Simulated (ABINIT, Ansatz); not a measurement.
# CsPbCl3 (Pm-3m): G0W0 with ABINIT, start to end

How does a plane-wave GW calculation on CsPbCl3 (Pm-3m) run from the first input to the gap?

Main program and level: ABINIT 10.8.3; PBE and many-body steps on it, plane waves.

Report form: the programs' logs are mostly left out.

### 1. The structure

Symmetry: Pm-3m, No. 221, cubic system. The conventional cell has a = 5.605 Å, b = 5.605 Å, c = 5.605 Å, α = 90.00°, β = 90.00°, γ = 90.00°. Cs has 12 Cl at 3.96 Å nearest. Pb has 6 Cl at 2.80 Å nearest. Nearest to Cl lie 2 Pb at 2.80 Å and 4 Cs at 3.96 Å. Farther neighbours and most contacts between anions are not listed.

Structure file:

```cif
data_structure
_symmetry_space_group_name_H-M 'Pm-3m'
_symmetry_Int_Tables_number 221
_cell_length_a 5.6050
_cell_length_b 5.6050
_cell_length_c 5.6050
_cell_angle_alpha 90.000
_cell_angle_beta 90.000
_cell_angle_gamma 90.000
_cell_volume 176.09
loop_
_atom_site_label
_atom_site_type_symbol
_atom_site_symmetry_multiplicity
_atom_site_Wyckoff_symbol
_atom_site_fract_x
_atom_site_fract_y
_atom_site_fract_z
_atom_site_occupancy
Cs1 Cs 1 a 0.00000 0.00000 0.00000 1
Pb1 Pb 1 b 0.50000 0.50000 0.50000 1
Cl1 Cl 3 c 0.50000 0.50000 0.00000 1
```

The cell and positions come from the Crystallography Open Database and are kept as given unless a step says otherwise. Spin-orbit coupling is left out unless a step names it.

### 2. Ground state

This step: ABINIT 10.8.3; DFT, PBE, plane waves, norm-conserving pseudopotentials.

The ground-state density comes first.

File run.abi:

```
acell 3*1.0 Angstrom
rprim 
  5.605000000000 0.000000000000 0.000000000000
  0.000000000000 5.605000000000 0.000000000000
  0.000000000000 0.000000000000 5.605000000000
ntypat 3
znucl 55 82 17
natom 5
typat 1 2 3 3 3
xred 
  0.000000000000 0.000000000000 0.000000000000
  0.500000000000 0.500000000000 0.500000000000
  0.500000000000 0.500000000000 0.000000000000
  0.000000000000 0.500000000000 0.500000000000
  0.500000000000 0.000000000000 0.500000000000
pp_dirpath "pseudos"
pseudos "Cs.upf, Pb.upf, Cl.upf"
ecut 32
ngkpt 4 4 4
nshiftk 1
shiftk 0 0 0
kptopt 1
chksymbreak 0
nband 32
occopt 1
tolvrs 1e-08
nstep 60
prtwf 0
indata_prefix "in"
outdata_prefix "out"
tmpdata_prefix "tmp"
```

Run with:

```console
OMP_NUM_THREADS=1 mpirun -n 4 abinit run.abi > log
```

The job ended after 81 s (4 MPI ranks of Arm Neoverse N1, shared host; peak memory 0.43 GiB).

Numbers from this step:

```
total energy               : -7690.9316 eV
gap                        : 1.932 eV
k of the valence top       : 0.5, 0.5, 0.5
k of the conduction bottom : 0.5, 0.5, 0.5
least direct gap           : 1.932 eV
pressure                   : 1.201 GPa
```

The gap is direct, at (0.500, 0.500, 0.500).

The cutoff was set for levels, not for stress, so the pressure can be off by some GPa.

### 3. Bands along the symmetry lines

The cheap functional maps the bands first; the places of the edges decide which points the dearer methods must see.

Edit run.abi of step 2 so:

```diff
@@ -18,12 +18,40 @@
 ecut 32
-ngkpt 4 4 4
-nshiftk 1
-shiftk 0 0 0
-kptopt 1
-chksymbreak 0
-nband 32
-occopt 1
-tolvrs 1e-08
-nstep 60
+iscf -2
+irdden 1
+kptopt 0
+nkpt 26
+kpt 
+  0.00000000 0.00000000 0.00000000
+  0.00000000 0.12500000 0.00000000
+  0.00000000 0.25000000 0.00000000
+  0.00000000 0.37500000 0.00000000
+  0.00000000 0.50000000 0.00000000
+  0.12500000 0.50000000 0.00000000
+  0.25000000 0.50000000 0.00000000
+  0.37500000 0.50000000 0.00000000
+  0.50000000 0.50000000 0.00000000
+  0.37500000 0.37500000 0.00000000
+  0.25000000 0.25000000 0.00000000
+  0.12500000 0.12500000 0.00000000
+  0.00000000 0.00000000 0.00000000
+  0.12500000 0.12500000 0.12500000
+  0.25000000 0.25000000 0.25000000
+  0.37500000 0.37500000 0.37500000
+  0.50000000 0.50000000 0.50000000
+  0.37500000 0.50000000 0.37500000
+  0.25000000 0.50000000 0.25000000
+  0.12500000 0.50000000 0.12500000
+  0.00000000 0.50000000 0.00000000
+  0.50000000 0.50000000 0.50000000
+  0.50000000 0.50000000 0.37500000
+  0.50000000 0.50000000 0.25000000
+  0.50000000 0.50000000 0.12500000
+  0.50000000 0.50000000 0.00000000
+istwfk *1
+nband 33
+nbdbuf 2
+tolwfr 1e-08
+nstep 40
 prtwf 0
+prtvol 0
 indata_prefix "in"
```

Wall time 1.7 min (4 MPI ranks); peak memory 0.44 GiB.

This step gave:

| Item | Value |
| --- | --- |
| gap | 1.932 eV |
| k of the valence top | 0.5, 0.5, 0.5 |
| k of the conduction bottom | 0.5, 0.5, 0.5 |
| least direct gap | 1.932 eV |

The gap is 1.932 eV, as in the run before at this level.

The electronic bands at the labelled points (eV, zero at the top of the highest filled band):

| point | band 23 | band 24 | band 25 | band 26 | band 27 | band 28 | band 29 | band 30 |
| --- | --- | --- | --- | --- | --- | --- | --- | --- |
| Γ | -2.64 | -2.54 | -2.54 | -2.54 | 3.34 | 4.28 | 4.28 | 5.19 |
| halfway | -2.69 | -2.59 | -2.59 | -2.44 | 3.85 | 4.63 | 4.69 | 4.83 |
| X | -2.74 | -2.64 | -2.64 | -1.69 | 3.02 | 4.68 | 5.19 | 5.33 |
| halfway | -2.73 | -2.65 | -2.40 | -1.46 | 2.76 | 4.07 | 5.10 | 5.16 |
| M | -2.83 | -2.76 | -2.22 | -0.82 | 2.52 | 2.52 | 4.92 | 5.38 |
| halfway | -2.66 | -2.63 | -2.43 | -2.26 | 4.08 | 4.25 | 4.63 | 5.04 |
| Γ | -2.64 | -2.54 | -2.54 | -2.54 | 3.34 | 4.28 | 4.28 | 5.19 |
| halfway | -2.45 | -2.45 | -2.44 | -2.10 | 3.91 | 3.91 | 3.99 | 4.88 |
| R | -2.21 | -2.21 | -2.21 | 0.00 | 1.93 | 1.93 | 1.93 | 5.10 |
| halfway | -2.49 | -2.46 | -2.36 | -1.26 | 2.48 | 3.67 | 3.83 | 5.20 |
| X | -2.74 | -2.64 | -2.64 | -1.69 | 3.02 | 4.68 | 5.19 | 5.33 |
| jump to R | -2.21 | -2.21 | -2.21 | 0.00 | 1.93 | 1.93 | 1.93 | 5.10 |
| halfway | -2.44 | -2.44 | -2.22 | -0.62 | 2.22 | 2.22 | 3.49 | 5.46 |
| M | -2.83 | -2.76 | -2.22 | -0.82 | 2.52 | 2.52 | 4.92 | 5.38 |

### 4. Empty states on the mesh, 2×2×2 mesh, 605 bands

The sums over transitions need many empty states on a uniform mesh; this step solves for them.

File run.abi:

```
acell 3*1.0 Angstrom
rprim 
  5.605000000000 0.000000000000 0.000000000000
  0.000000000000 5.605000000000 0.000000000000
  0.000000000000 0.000000000000 5.605000000000
ntypat 3
znucl 55 82 17
natom 5
typat 1 2 3 3 3
xred 
  0.000000000000 0.000000000000 0.000000000000
  0.500000000000 0.500000000000 0.500000000000
  0.500000000000 0.500000000000 0.000000000000
  0.000000000000 0.500000000000 0.500000000000
  0.500000000000 0.000000000000 0.500000000000
pp_dirpath "pseudos"
pseudos "Cs.upf, Pb.upf, Cl.upf"
ecut 32
ngkpt 2 2 2
nshiftk 1
shiftk 0 0 0
kptopt 1
chksymbreak 0
iscf -2
irdden 1
istwfk *1
nband 605
nbdbuf 54
tolwfr 1e-09
nstep 60
prtvol 0
indata_prefix "in"
outdata_prefix "out"
tmpdata_prefix "tmp"
```

Wall time 16 min (4 MPI ranks); peak memory 0.99 GiB; 64 min of CPU time.

This step gave:

| Quantity | Value |
| --- | --- |
| gap | 1.932 eV |
| k of the valence top | 0.5, 0.5, 0.5 |
| k of the conduction bottom | 0.5, 0.5, 0.5 |
| least direct gap | 1.932 eV |
| k points computed | 4 |
| lowest point of the top converged band, above the valence top | 111.6159 eV |

On this mesh the gap is 1.932 eV.

### 5. Screening, 2×2×2 mesh, 551 bands, screening to 217.7 eV

The RPA dielectric matrix is built and inverted for each q.

This step: RPA screening on PBE, plane waves, norm-conserving pseudopotentials.

Edit run.abi of step 4 so:

```diff
@@ -23,10 +23,11 @@
 chksymbreak 0
-iscf -2
-irdden 1
 istwfk *1
-nband 605
-nbdbuf 54
-tolwfr 1e-09
-nstep 60
-prtvol 0
+occopt 1
+irdwfk 1
+optdriver 3
+nband 551
+ecuteps 8
+inclvkb 2
+awtr 1
+symchi 1
 indata_prefix "in"
```

Wall time 14 min (4 MPI ranks); peak memory 4.9 GiB; 57 min of CPU time.

This step gave:

| Item | Value |
| --- | --- |
| ε∞ with local fields, on this mesh, along the program's q direction | 7.234 |
| the same without local fields | 8.223 |
| plasma frequency | 20.18 eV |
| plane waves in the screening matrix | 1309 |

Local fields lower ε∞ by 12 %. On a Γ-centred mesh this coarse the value itself is usually too large, while a short band sum pulls it down.

### 6. Self-energy, 2×2×2 mesh, 551 bands, screening to 217.7 eV

The self-energy is evaluated for the states that the input lists, and the levels follow from it, in one-shot runs by the linearised quasiparticle equation.

This step: G0W0 on PBE, plane waves, norm-conserving pseudopotentials.

Edit run.abi of step 5 so:

```diff
@@ -26,8 +26,17 @@
 irdwfk 1
-optdriver 3
+optdriver 4
 nband 551
+gwcalctyp 0
+ecutsigx 32
+symsigma 1
+nkptgw 2
+kptgw 
+  0.5000000000 0.5000000000 0.5000000000
+  0.0000000000 0.0000000000 0.0000000000
+bdgw 
+  23 29
+  24 29
 ecuteps 8
-inclvkb 2
-awtr 1
-symchi 1
+irdscr 1
+ppmodel 1
 indata_prefix "in"
```

Wall time 17 min (4 MPI ranks); peak memory 5.9 GiB; 67 min of CPU time.

Numbers from this step:

```
G0W0 gap on the points computed              : 3.298 eV
starting gap on the mesh                     : 1.932 eV
k of the valence top                         : 0.5, 0.5, 0.5
k of the conduction bottom                   : 0.5, 0.5, 0.5
Z at the valence top                         : 0.789
Z at the conduction bottom                   : 0.82
least direct G0W0 gap on the computed points : 3.298 eV
```

The gap on the mesh goes from 1.93 eV to 3.30 eV, a correction of +1.37 eV.

Limits: finite bands, cutoff and mesh; no spin-orbit coupling; coarse k mesh. v1 is the top filled band, c1 the lowest empty one. Levels before and after the correction, in eV, zero at the valence-band top of each column:

|  | conduction bottom | valence top |
| --- | --- | --- |
| Kohn-Sham | 1.93 | 0.00 |
| G0W0 | 3.30 | 0.00 |

|  | level | energy (eV) |
| --- | --- | --- |
| Kohn-Sham | (0.5 0.5 0.5) v4-v2 | -2.214 |
| Kohn-Sham | (0.5 0.5 0.5) v1 | 0.000 |
| Kohn-Sham | (0.5 0.5 0.5) c1-c3 | 1.932 |
| G0W0 | (0.5 0.5 0.5) v4-v2 | -2.650 |
| G0W0 | (0.5 0.5 0.5) v1 | 0.000 |
| G0W0 | (0.5 0.5 0.5) c1-c3 | 3.298 |

### 7. Where the time went

Times are wall times on 4 MPI ranks of Arm Neoverse N1, shared host, good to a factor of about two.

| step | time | share | memory (GiB) |
| --- | --- | --- | --- |
| ground state | 81 s | 3 % | 0.43 |
| bands along the symmetry lines | 1.7 min | 3 % | 0.44 |
| empty states on the mesh | 16 min | 32 % | 0.99 |
| screening | 14 min | 29 % | 4.9 |
| self-energy | 17 min | 33 % | 5.9 |

### 8. Results

```json
{
  "PBE gap": "1.93 eV, direct",
  "G0W0 gap on the mesh": "3.30 eV",
  "GW settings": "2×2×2 mesh, 551 bands, screening to 217.7 eV, Godby-Needs plasmon pole",
  "known limits": "not at the basis limit; no spin-orbit coupling; coarse k mesh"
}
```

In words: G0W0 moves the gap on the mesh from 1.93 eV to 3.30 eV (+1.37 eV), with Z of 0.79 and 0.82 at the edges. Local fields lower the RPA ε∞ on this mesh from 8.22 to 7.23; a Γ-centred mesh this coarse tends to raise both, most where the direct gap is narrow, while a short band sum lowers them. Only 2 of the mesh's irreducible points were corrected, so a valley elsewhere could overtake. Bands and cutoff are finite, so the gap is not at the basis limit. The miss can reach some tenths of an eV and take either sign; the mesh is an error of its own. In the G0W0 run levels were corrected at 2 k points alone, so a gap called «on the mesh» is the least over those, and an edge elsewhere would be missed. The 2×2×2 mesh is coarse for this cell, which bears on the long-range parts of exchange and screening. Where an edge is built on 6p states of lead, bismuth or thallium, scalar-relativistic gaps usually stand too wide, by a few tenths to over one eV. This is the ideal cubic cell; many perovskites, halides above all, are cubic only on average, and local tilts or off-centring can widen the gap. The many-body steps are scalar-relativistic: spin-orbit coupling is not in them.

[Paths, hosts, dates, memory and timing lines, banners, echoed tables and standing remarks are left out of the program output.]

[Logs are printed without paths, hosts, clocks, repeated set-up lines and the standing remarks that a program may print on its own settings, such as how far it seeks lower states.]

[Runs of the session that timed out or met a known fault of the program may be left out.]

[Hosts, paths, dates, database ids (printed as entryN), source tags and the programs' standing remarks are cut or masked in the printed files.]

[G0W0 gaps are taken among the corrected bands and points alone; a level outside them can change the order at an edge.]

[Where Ansatz stands beside ABINIT at settings called matched, ABINIT's density can come from a denser mesh and the files from another edition; pairs whose starting gaps differed by over 0.03 eV were left out, so agreement reads better than it is.]
